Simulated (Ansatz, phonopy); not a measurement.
# SrCl2 (Fm-3m): a volume series of phonon spectra, part 2 of 2

Which modes of SrCl2 drive its thermal expansion?

Ansatz 0.2.0; DFT PBE, scalar-relativistic, plane waves, PAW.

So far. Step 13 (Lattice dynamics at this volume, V/V0 0.97): No mode is imaginary beyond numerical noise at the solved wavevectors. The highest zone-centre mode (no LO–TO term) moved by +5.2 % for a volume change of -3.0 %. Step 14 (Single point at a scaled cell, V/V0 1.05): The run ends at a pressure of -1.47 GPa.

### Step 15. Phonons, V/V0 1.05

The input, input.yaml:

```yaml
crystal:
  lattice:
    - [0.0, 3.578202855, 3.578202855]
    - [3.578202855, 0.0, 3.578202855]
    - [3.578202855, 3.578202855, 0.0]
  atoms:
    - { symbol: Sr, position: [0.0, 0.0, 0.0] }
    - { symbol: Cl, position: [0.25, 0.25, 0.25] }
    - { symbol: Cl, position: [0.75, 0.75, 0.75] }
kpoints:
  mp_grid: { grid: [6, 6, 6] }
hamiltonian:
  xc: pbe
scf:
  occupations: { method: fixed }
output:
  eigenvalues: true
phonons:
  method: dfpt
  dielectric: true
  rigid_motions: translations
  qmesh: [2, 2, 2]
  temperatures: { t_max: 1000, t_step: 50 }
  qpath:
    path:
      - [[0.0, 0.0, 0.0], [0.5, 0.0, 0.5], [0.625, 0.25, 0.625]]
      - [[0.375, 0.375, 0.75], [0.0, 0.0, 0.0], [0.5, 0.5, 0.5], [0.5, 0.25, 0.75], [0.5, 0.0, 0.5]]
    npoints: 10
```

The run is started by

```console
> ansatz run input.yaml --threads 4 --pin off --max-ram 8192MiB --backend cpu --events-out ev --progress --plain --runs-dir out
```

Run time: 20 s. Hardware: 4 threads of Arm Neoverse V1, shared host; peak memory 0.61 GiB; 78 s of CPU time.

LO-TO term included. The phonon branches at the labelled points (cm⁻¹):

```csv
point,branch 1,branch 2,branch 3,branch 4,branch 5,branch 6,branch 7,branch 8,branch 9
Γ,0,0,0,108,108,157,157,157,205
halfway,39,39,93,96,96,118,161,161,199
X,44,67,67,75,75,136,162,162,188
halfway,48,68,74,80,82,132,161,162,187
U,58,68,87,91,96,119,155,162,182
jump to K,58,68,87,91,96,119,155,162,182
halfway,47,57,80,96,124,136,142,163,185
Γ,0,0,0,108,108,157,157,157,205
halfway,45,45,66,113,113,150,150,153,188
L,60,60,103,129,129,133,133,155,158
halfway,65,80,88,98,109,132,135,168,171
W,62,68,70,104,104,130,130,175,177
halfway,52,69,73,79,95,127,154,166,185
X,44,67,67,75,75,136,162,162,188
```

No mode is imaginary beyond numerical noise at the solved wavevectors. The highest zone-centre mode (no LO–TO term) moved by -8.1 % for a volume change of +5.0 %.

### Step 16. How the modes move with volume

This step: DFT PBE, scalar-relativistic, plane waves, PAW (phonopy 4.10.0).

This step gave:

```
share of modes with a negative Grüneisen parameter : 0
```

Mean Grüneisen, by row:

```csv
T (K),heat-capacity-weighted mean,root mean square
50,2.006,2.121
100,1.982,2.082
200,1.961,2.057
300,1.957,2.052
500,1.954,2.049
800,1.953,2.048
```

The mean mode Grueneisen parameter by wavenumber:

```csv
wavenumber (cm⁻¹),mean mode Grueneisen parameter
3.6,-
10.8,-
25.2,2.09
32.4,1.53
46.8,1.45
54.0,1.59
61.2,1.47
75.6,2.04
82.8,2.46
90.0,2.45
104.5,2.34
111.7,2.39
126.1,2.31
133.3,2.19
140.5,2.17
154.9,2.01
162.1,1.9
169.3,1.71
183.7,1.54
190.9,1.37
205.3,1.2
212.5,1.17
```

Volume series, by row:

```csv
V/V0,V (Å³/atom),pressure (GPa),E - E0 (meV/atom),gap (eV),zero-point energy (meV/atom),lowest on the path (cm⁻¹),highest at Gamma without the LO-TO term (cm⁻¹)
0.97,28.22,1.101,2.925,5.355,24.74,0,179.9
0.985,28.65,0.53,0.716,5.295,24.05,0,175.3
1,29.09,0.003,0,5.237,23.38,0,170.9
1.015,29.52,-0.481,0.66,5.179,22.72,0,166.7
1.03,29.96,-0.928,2.587,5.123,22.07,0,162.5
1.05,30.54,-1.468,6.954,5.051,21.22,0,157.2
```

The optical frequency at Gamma without the LO-TO term by V/V0:

```csv
V/V0,mode 4 (cm⁻¹),mode 7 (cm⁻¹)
0.9700,137,180
0.9850,131,175
1.0000,126,171
1.0150,120,167
1.0300,115,163
1.0500,108,157
```

Grüneisen at points, by row:

```csv
point,branch,frequency (cm⁻¹),mode Grüneisen parameter
Γ,4,125.8,2.92
Γ,6,170.9,1.7
Γ,9,216.8,1.15
X,1,61.8,5.48
X,2,75,1.81
X,4,89.9,3.29
X,6,144.8,1.2
X,7,177.8,1.86
X,9,200.9,1.31
U,1,73.5,4.15
U,2,74.8,1.63
U,3,96.9,1.84
U,4,105,2.68
U,5,107.3,1.87
U,6,129.3,1.91
U,7,170.9,1.97
U,8,174.7,1.61
U,9,194.5,1.4
K,1,73.5,4.15
K,2,74.8,1.63
K,3,96.9,1.84
K,4,105,2.68
K,5,107.3,1.87
K,6,129.3,1.91
K,7,170.9,1.97
K,8,174.7,1.61
K,9,194.5,1.4
L,1,64,1.11
L,3,119.1,2.7
L,4,145.6,2.46
L,6,146.6,1.91
L,8,160.8,0.89
L,9,169.3,1.36
W,1,78.3,4.03
W,2,80.1,2.2
W,3,82.1,3.48
W,4,110.2,1.02
W,6,144.9,2.29
W,8,188.8,1.63
W,9,189.2,1.4
```

### Step 17. Quasi-harmonic fit by phonopy

Numbers from this step:

- volume expansion coefficient at 300 K: 102.2 1e-6/K
- isothermal bulk modulus at 300 K: 27.84 GPa
- C_P at 300 K: 25.79 J/mol-atom/K
- Grüneisen parameter at 300 K: 2.12

Energy (each curve on its own zero) against volume; values in meV/atom:

```csv
volume (Å³/atom),static,F at 0 K,F at 300 K,F at 900 K
28.215,2.93,4.64,8.92,20.4
28.652,0.72,1.74,4.43,11.6
29.088,0,0.35,1.39,4.09
29.524,0.66,0.35,-0.31,-2.16
29.961,2.59,1.63,-0.81,-7.33
30.542,6.95,5.15,0.22,-12.8
```

Phonopy-qha, vinet fit of F(V) at each temperature; no electronic free energy. Qha vinet, by row:

```csv
T (K),fitted volume (Å³/atom),alpha_V (1e-6/K),B_T (GPa),C_P (J/mol-atom/K),Grueneisen
75,29.36,56.07,32.23,15.91,2.008
100,29.41,68.57,31.81,19.33,2.025
125,29.46,76.5,31.36,21.35,2.036
150,29.52,82.04,30.9,22.64,2.045
175,29.58,86.32,30.42,23.52,2.055
200,29.65,89.92,29.93,24.16,2.066
225,29.71,93.15,29.43,24.67,2.078
250,29.79,96.21,28.91,25.09,2.091
275,29.86,99.2,28.38,25.46,2.105
300,29.93,102.2,27.84,25.79,2.12
325,30.01,105.3,27.29,26.11,2.136
350,30.09,108.5,26.73,26.41,2.153
375,30.17,111.8,26.15,26.72,2.171
```

The volume expansion coefficient, phonopy-qha, Vinet by temperature:

```csv
temperature (K),"volume expansion coefficient, phonopy-qha, Vinet (1e-6/K)"
75,56.1
100,68.6
125,76.5
150,82.0
175,86.3
200,89.9
225,93.2
250,96.2
275,99.2
300,102
325,105
350,108
375,112
```

The fit gives a volume expansion of 102 × 10⁻⁶/K at 300 K.

### Step 18. Outcome

* volume expansion coefficient at 300 K: 102.2 1e-6/K
* isothermal bulk modulus at 300 K: 27.84 GPa
* C_P at 300 K: 25.79 J/mol-atom/K
* Grüneisen parameter at 300 K: 2.12
* mean mode Grüneisen parameter at 300 K: 1.96

What this shows: Near room temperature SrCl2 expands by 102 × 10⁻⁶/K in volume by PBE, with C_P = 25.8 J/(mol K) per mole of atoms and B_T = 27.8 GPa. The table stops at 375 K because beyond it the fitted volume comes within 1 % of the largest computed cell, where the fit loses its support. C_P at room temperature is 103 % of the classical 3R an atom. The heat-capacity-weighted Grüneisen parameter goes from 2.01 at 50 K to 1.95 at 800 K. Weighting γ by the density of states and each mode's heat capacity at 300 K, modes below 70 cm⁻¹ give about 11 % of the sum of γC that drives the expansion, those up to 140 cm⁻¹ 57 % and the rest 32 %. Among the labelled points γ is largest for branch 1 at X (61.8 cm⁻¹, 5.5) and smallest for branch 8 at L (161 cm⁻¹, 0.89). The interpolation has no quadrupole term, so branches near the zone centre are less sure, since this crystal has sites that are not centres of inversion.

[Logs are printed without paths, hosts, clocks, repeated set-up lines and the standing remarks that a program may print on its own settings, such as how far it seeks lower states.]

[Hosts, paths, dates, database ids (printed as entryN), source tags and the programs' standing remarks are cut or masked in the printed files.]

[A step with changed settings may run another functional than the one named; its input shows which.]

[Of the runs on displaced cells, only some may be shown.]
